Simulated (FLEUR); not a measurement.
# MnS (Browneite): which magnetic order is lowest, part 2 of 3

Aim: find out whether MnS (Browneite) carries moments, and which collinear order costs least.

FLEUR MaX-R8.1; PBEsol; all-electron FLAPW, Dirac cores, scalar-relativistic bands.

So far, largest spin moment in the muffin-tin sphere (μB): step 2 (start 1: ferro +) 4.46.

### 3. Run 2 (antiferro q=(0,1/2,1/2) +-)

Reversing part of the moments tests the sign of the couplings between them.

The cell is doubled to 4 atoms to hold this order. The mesh is halved along the doubled vector, so that both cells sample the same points. The k list default-1 (kpts.xml, not shown) is a Γ-centred 6×3×6 mesh.

inp.xml reads:

```
<?xml version="1.0" encoding="UTF-8" standalone="no"?>
<fleurInput fleurInputVersion="0.39">
   <comment>
      MnS
   </comment>
   <calculationSetup>
      <cutoffs Kmax="4.26" Gmax="12.8" GmaxXC="12.8" numbands="0"/>
      <scfLoop itmax="130" minDistance="0.00002" maxIterBroyd="15" imix="Anderson" alpha="0.05" precondParam="0.0" spinf="2.0" sdNocoIR="T"/>
      <coreElectrons ctail="T" frcor="F" kcrel="0" coretail_lmax="0"/>
      <xcFunctional name="PBEs" relativisticCorrections="F"/>
      <magnetism jspins="2"/>
      <soc l_soc="F" theta="0.0" phi="0.0" spav="F"/>
      <expertModes spex="0" secvar="F"/>
      <geometryOptimization l_f="F" forcealpha="1.0" forcemix="BFGS" epsdisp="0.00001" epsforce="0.00001"/>
      <ldaU l_linMix="F" mixParam="0.05" spinf="1.0"/>
   </calculationSetup>
   <cell>
      <bzIntegration valenceElectrons="42.0" mode="hist" fermiSmearingEnergy="0.00293995">
         <kPointListSelection listName="default-1"/>
         <xi:include xmlns:xi="http://www.w3.org/2001/XInclude" href="kpts.xml"> </xi:include>
      </bzIntegration>
      <xi:include xmlns:xi="http://www.w3.org/2001/XInclude" href="sym.xml"> </xi:include>
      <bulkLattice scale="1.0">
         <bravaisMatrix>
            <row-1>    0.0000000000000000     5.2912331488799991     5.2912331488799991</row-1>
            <row-2>   10.5824662977599981     0.0000000000000000    10.5824662977599981</row-2>
            <row-3>   10.5824662977599981     5.2912331488799991     5.2912331488799991</row-3>
         </bravaisMatrix>
      </bulkLattice>
   </cell>
   <atomSpecies>
      <species name="Manganese 4.500" element="Mn" atomicNumber="25">
         <mtSphere radius="2.7" gridPoints="893" logIncrement="0.014"/>
         <atomicCutoffs lmax="10" lnonsphr="8"/>
         <electronConfig flipSpins="F">
            <coreConfig>(1s1/2) (2s1/2) (2p1/2) (2p3/2)</coreConfig>
            <valenceConfig>(3s1/2) (3p1/2) (3p3/2) (4s1/2) (3d3/2) (3d5/2)</valenceConfig>
            <stateOccupation state="(3d3/2)" spinUp="1.75" spinDown="0.25"/>
            <stateOccupation state="(3d5/2)" spinUp="3.0" spinDown="0.0"/>
         </electronConfig>
         <energyParameters s="4" p="4" d="3" f="4"/>
         <lo type="SCLO" l="0" n="3" eDeriv="0"/>
         <lo type="SCLO" l="1" n="3" eDeriv="0"/>
      </species>
      <species name="Manganese -4.500" element="Mn" atomicNumber="25">
         <mtSphere radius="2.7" gridPoints="893" logIncrement="0.014"/>
         <atomicCutoffs lmax="10" lnonsphr="8"/>
         <electronConfig flipSpins="F">
            <coreConfig>(1s1/2) (2s1/2) (2p1/2) (2p3/2)</coreConfig>
            <valenceConfig>(3s1/2) (3p1/2) (3p3/2) (4s1/2) (3d3/2) (3d5/2)</valenceConfig>
            <stateOccupation state="(3d3/2)" spinUp="0.25" spinDown="1.75"/>
            <stateOccupation state="(3d5/2)" spinUp="0.0" spinDown="3.0"/>
         </electronConfig>
         <energyParameters s="4" p="4" d="3" f="4"/>
         <lo type="SCLO" l="0" n="3" eDeriv="0"/>
         <lo type="SCLO" l="1" n="3" eDeriv="0"/>
      </species>
      <species name="Sulfur (S)" element="S" atomicNumber="16">
         <mtSphere radius="1.76" gridPoints="583" logIncrement="0.02"/>
         <atomicCutoffs lmax="6" lnonsphr="4"/>
         <electronConfig flipSpins="F">
            <coreConfig>(1s1/2) (2s1/2) (2p1/2) (2p3/2)</coreConfig>
            <valenceConfig>(3s1/2) (3p1/2) (3p3/2)</valenceConfig>
            <stateOccupation state="(3p1/2)" spinUp="0.666667" spinDown="0.666667"/>
            <stateOccupation state="(3p3/2)" spinUp="1.333333" spinDown="1.333333"/>
         </electronConfig>
         <energyParameters s="3" p="3" d="3" f="4"/>
      </species>
   </atomSpecies>
   <atomGroups>
      <atomGroup species="Manganese 4.500">
         <relPos label="                   1">.0000000000 .0000000000 .0000000000</relPos>
         <force calculate="T" relaxXYZ="TTT"/>
      </atomGroup>
      <atomGroup species="Manganese -4.500">
         <relPos label="                   2">.0000000000 1.000/2.000 .0000000000</relPos>
         <force calculate="T" relaxXYZ="TTT"/>
      </atomGroup>
      <atomGroup species="Sulfur (S)">
         <relPos label="                   3">1.000/4.000 .0000000000 1.000/4.000</relPos>
         <relPos label="                   4">1.000/4.000 1.000/2.000 1.000/4.000</relPos>
         <force calculate="T" relaxXYZ="TTT"/>
      </atomGroup>
   </atomGroups>
   <output dos="F" band="F" slice="F">
      <bandDOS minEnergy="-.5*Htr" maxEnergy="0.5*Htr" sigma="0.015" storeEVData="T"/>
      <plotting iplot="0" polar="F">
         <plot TwoD="T" vec1="  1.0  0.0  0.0" vec2="  0.0  1.0  0.0" vec3="  0.0  0.0  1.0" zero="  0.0  0.0  0.0" file="plot"/>
      </plotting>
      <moessbauerParams electricFieldGradient="F" isomerShift="F" coreHyperfine="F" valenceHyperfine="F"/>
   </output>
</fleurInput>
```

crystal.txt reads:

```
MnS
&input film=F cartesian=F /
0.00000000000  2.80000000000  2.80000000000
5.60000000000  0.00000000000  5.60000000000
5.60000000000  2.80000000000  2.80000000000
1.8897261246
1.0 1.0 1.0

4
25 0.00000000000  0.00000000000  0.00000000000 : 4.500
25 0.00000000000  0.50000000000  0.00000000000 : -4.500
16 0.25000000000  0.00000000000  0.25000000000
16 0.25000000000  0.50000000000  0.25000000000

&kpt div1=6 div2=3 div3=6 gamma=T /
```

Run with:

```sh
OMP_NUM_THREADS=1 inpgen -f crystal.txt > inpgen.log  # inp.xml is then edited as shown
OMP_NUM_THREADS=1 mpirun -n 4 fleur_MPI > fleur.log
```

The program printed:

```text
[banner, memory and clock lines left out]
Welcome to FLEUR        (www.flapw.de)
      MaX-Release 8.1          (www.max-centre.eu)

 ========== k-point set info ==========
 Selected k-point list: default-1
 k-point list type: mesh
 0 x 0 x 0
 Number of k points: 36

 ------------Calculation Setup---------------------------
 Number of PE/node        :            4
 Number of OMP-threads    :            1
 k-points in parallel     :            4
 pe's per k-point         :            1
 No of k-point loops      :            9
 Eigenvalue solver        :       lapack
 Number of basis functions:          818
 Approximate size of matrices (H+S) per k-point:         0.020 GB
 Iteration:     1   Distance:       8.66244484 me/bohr^3
 Iteration:     2   Distance:       7.95574876 me/bohr^3
 Iteration:     3   Distance:       4.83002172 me/bohr^3
 Iteration:     4   Distance:       3.30675347 me/bohr^3
 Iteration:     5   Distance:       2.09048365 me/bohr^3
 Iteration:     6   Distance:       0.59349816 me/bohr^3
 Iteration:     7   Distance:       0.48908004 me/bohr^3
 Iteration:     8   Distance:       0.08651025 me/bohr^3
 Iteration:     9   Distance:       0.07226959 me/bohr^3
 Iteration:    10   Distance:       0.01578581 me/bohr^3
 Iteration:    11   Distance:       0.01498122 me/bohr^3
 Iteration:    12   Distance:       0.00108703 me/bohr^3
 Iteration:    13   Distance:       0.00079527 me/bohr^3
 Iteration:    14   Distance:       0.00054149 me/bohr^3
 Iteration:    15   Distance:       0.00032116 me/bohr^3
 Iteration:    16   Distance:       0.00025442 me/bohr^3
 Iteration:    17   Distance:       0.00011144 me/bohr^3
 Iteration:    18   Distance:       0.00006432 me/bohr^3
 Iteration:    19   Distance:       0.00002440 me/bohr^3
 Iteration:    20   Distance:       0.00001030 me/bohr^3

 ********************************************************************
 Run finished successfully
 Stop message:
   all done
 ********************************************************************

--- out.xml (last complete iteration) ---
<iteration numberForCurrentRun="   20" overallNumber="   20">
         [... left out ...]
         <bandgap value="1.3520151569" units="eV"/>
         <sumValenceSingleParticleEnergies value="-29.9635861893" units="Htr"/>
         <FermiEnergy value="0.1505903793" units="Htr"/>
         <valenceDensity>
            <mtCharges spin="1">
               <mtCharge atomType="1" total="9.2695806" s="1.2383615" p="3.2812305" d="4.7099299" f="0.0282847"/>
               <mtCharge atomType="2" total="5.0279770" s="1.1975293" p="3.2156483" d="0.5695553" f="0.0317242"/>
               <mtCharge atomType="3" total="1.5249207" s="0.5514512" p="0.9603544" d="0.0122805" f="0.0006994"/>
            </mtCharges>
            <mtCharges spin="2">
               <mtCharge atomType="1" total="5.0279770" s="1.1975293" p="3.2156483" d="0.5695553" f="0.0317242"/>
               <mtCharge atomType="2" total="9.2695806" s="1.2383615" p="3.2812305" d="4.7099299" f="0.0282847"/>
               <mtCharge atomType="3" total="1.5249207" s="0.5514512" p="0.9603544" d="0.0122805" f="0.0006994"/>
            </mtCharges>
            <spinDependentCharge spin="1" total="21.0000000" interstitial="3.6526009" mtSpheres="17.3473991"/>
            <spinDependentCharge spin="2" total="21.0000000" interstitial="3.6526009" mtSpheres="17.3473991"/>
            <totalCharge value="42.0000000000"/>
         </valenceDensity>
         [... left out ...]
         <magneticMomentsInMTSpheres units="muBohr">
            <globalMagMoment atomType="1" vec="0.00000   0.00000   4.24160"/>
            <localMagMoment atomType="1" vec="0.00000   0.00000   4.24160"/>
            <globalMagMoment atomType="2" vec="0.00000   0.00000  -4.24160"/>
            <localMagMoment atomType="2" vec="0.00000   0.00000  -4.24160"/>
            <globalMagMoment atomType="3" vec="0.00000   0.00000   0.00000"/>
            <localMagMoment atomType="3" vec="0.00000   0.00000   0.00000"/>
         </magneticMomentsInMTSpheres>
         [... left out ...]
         <totalEnergy value="    -3112.3078439400" units="Htr">
            <sumOfEigenvalues value="    -1797.5559896985">
               <coreElectrons value="-1767.5924035093"/>
               <valenceElectrons value="-29.9635861893"/>
            </sumOfEigenvalues>
            <densityCoulombPotentialIntegral value="-4742.3740295912"/>
            <densityEffectivePotentialIntegral value="-4941.7447708084"/>
            <chargeDenXCDenIntegral value="-152.4078887972"/>
            <FockExchangeEnergyValence value="0.0000000000"/>
            <FockExchangeEnergyCore value="0.0000000000"/>
         [... left out ...]
            <tkbTimesEntropy value="0.0000000000"/>
            <freeEnergy value="-3112.3078439400"/>
            <extrapolationTo0K value="-3112.3078439400"/>
         </totalEnergy>
         <densityConvergence units="me/bohr^3">
            <chargeDensity spin="1" distance="0.0000062839"/>
            <chargeDensity spin="2" distance="0.0000062524"/>
            <overallChargeDensity distance="0.0000071527"/>
            <spinDensity distance="0.0000102956"/>
         </densityConvergence>
      </iteration>
```

Wall time 8 min (4 MPI ranks of Intel Xeon at 2.50GHz (Skylake/Cascade Lake), shared host); peak memory 0.63 GiB.

Spin moment in the muffin-tin sphere by atom:

```csv
atom,spin moment in the muffin-tin sphere (μB)
Mn1,4.24
Mn2,-4.24
S3,0.00
S4,0.00
```

This step gave:

* free energy: -84690.2109 eV
* program's band gap on this mesh (in a metal only a level spacing): 1.352 eV
* magnetization: 0 μB
* final state: antiferromagnetic

It lies 286 meV a seeded atom under the first start, and its largest moment is 4.24 μB against 4.46 μB.

### 4. Order 3, typed as antiferro q=(0,0,1/2) +-

Reversing part of the moments tests the sign of the couplings between them.

This order needs a doubled cell of 4 atoms. The mesh is halved along the doubled vector, so that both cells sample the same points. The k list default-1 (kpts.xml, not shown) is a Γ-centred 6×6×3 mesh.

inp.xml: that of step 3 with these lines changed.

```diff
@@ -25,4 +25,4 @@
             <row-1>    0.0000000000000000     5.2912331488799991     5.2912331488799991</row-1>
-            <row-2>   10.5824662977599981     0.0000000000000000    10.5824662977599981</row-2>
-            <row-3>   10.5824662977599981     5.2912331488799991     5.2912331488799991</row-3>
+            <row-2>    5.2912331488799991     0.0000000000000000     5.2912331488799991</row-2>
+            <row-3>   10.5824662977599981    10.5824662977599981     0.0000000000000000</row-3>
          </bravaisMatrix>
@@ -75,3 +75,3 @@
       <atomGroup species="Manganese -4.500">
-         <relPos label="                   2">.0000000000 1.000/2.000 .0000000000</relPos>
+         <relPos label="                   2">.0000000000 .0000000000 1.000/2.000</relPos>
          <force calculate="T" relaxXYZ="TTT"/>
@@ -79,4 +79,7 @@
       <atomGroup species="Sulfur (S)">
-         <relPos label="                   3">1.000/4.000 .0000000000 1.000/4.000</relPos>
-         <relPos label="                   4">1.000/4.000 1.000/2.000 1.000/4.000</relPos>
+         <relPos label="                   3">1.000/4.000 1.000/4.000 1.000/8.000</relPos>
+         <force calculate="T" relaxXYZ="TTT"/>
+      </atomGroup>
+      <atomGroup species="Sulfur (S)">
+         <relPos label="                   4">1.000/4.000 1.000/4.000 -3.000/8.000</relPos>
          <force calculate="T" relaxXYZ="TTT"/>
```

crystal.txt reads:

```
MnS
&input film=F cartesian=F /
0.00000000000  2.80000000000  2.80000000000
2.80000000000  0.00000000000  2.80000000000
5.60000000000  5.60000000000  0.00000000000
1.8897261246
1.0 1.0 1.0

4
25 0.00000000000  0.00000000000  0.00000000000 : 4.500
25 0.00000000000  0.00000000000  0.50000000000 : -4.500
16 0.25000000000  0.25000000000  0.12500000000
16 0.25000000000  0.25000000000  0.62500000000

&kpt div1=6 div2=6 div3=3 gamma=T /
```

The program printed:

```text
[banner, memory and clock lines left out]
Welcome to FLEUR        (www.flapw.de)
      MaX-Release 8.1          (www.max-centre.eu)

 ========== k-point set info ==========
 Selected k-point list: default-1
 k-point list type: mesh
 0 x 0 x 0
 Number of k points: 36

 [... set-up left out ...]
 Iteration:     1   Distance:       8.69319380 me/bohr^3
 Iteration:     2   Distance:       7.98259701 me/bohr^3
 Iteration:     3   Distance:       4.80116312 me/bohr^3
 Iteration:     4   Distance:       3.35255210 me/bohr^3
 Iteration:     5   Distance:       2.07097201 me/bohr^3
[...]
<sumOfEigenvalues value="    -1797.5137193797">
               <coreElectrons value="-1767.5529839705"/>
               <valenceElectrons value="-29.9607354092"/>
            </sumOfEigenvalues>
         [... left out ...]
            <freeEnergy value="-3112.3030067762"/>
            <extrapolationTo0K value="-3112.3029788777"/>
         </totalEnergy>
         <densityConvergence units="me/bohr^3">
            <chargeDensity spin="1" distance="0.0000055573"/>
            <chargeDensity spin="2" distance="0.0000062699"/>
            <overallChargeDensity distance="0.0000098132"/>
            <spinDensity distance="0.0000066403"/>
         </densityConvergence>
      </iteration>
```

It took 8.7 min on 4 MPI ranks; peak memory 0.71 GiB.

Spin moment in the muffin-tin sphere by atom:

| atom | spin moment in the muffin-tin sphere (μB) |
| --- | --- |
| Mn1 | 4.30 |
| Mn2 | -4.30 |
| S3 | 0.04 |
| S4 | -0.04 |

Numbers from this step:

```yaml
free_energy: -84690.0792 eV
program_s_band_gap_on_this_mesh_in_a_metal_only_a_level_spacing: 0.7202 eV
magnetization: 0 μB
final_state: antiferromagnetic
```

It lies 221 meV a seeded atom under the first start, and its largest moment is 4.30 μB against 4.46 μB.

(Continued in part 3 of 3.)

[Logs and program files are shortened in this print: banners, set-up blocks, solver, clock and traceback lines can be left out without a mark of their own.]

[Logs are printed without paths, hosts, clocks, repeated set-up lines and the standing remarks that a program may print on its own settings, such as how far it seeks lower states.]

[Hosts, paths, dates, database ids (printed as entryN), source tags and the programs' standing remarks are cut or masked in the printed files.]

[Where a cell is said to come from a database of computed structures, the database is the Materials Project.]
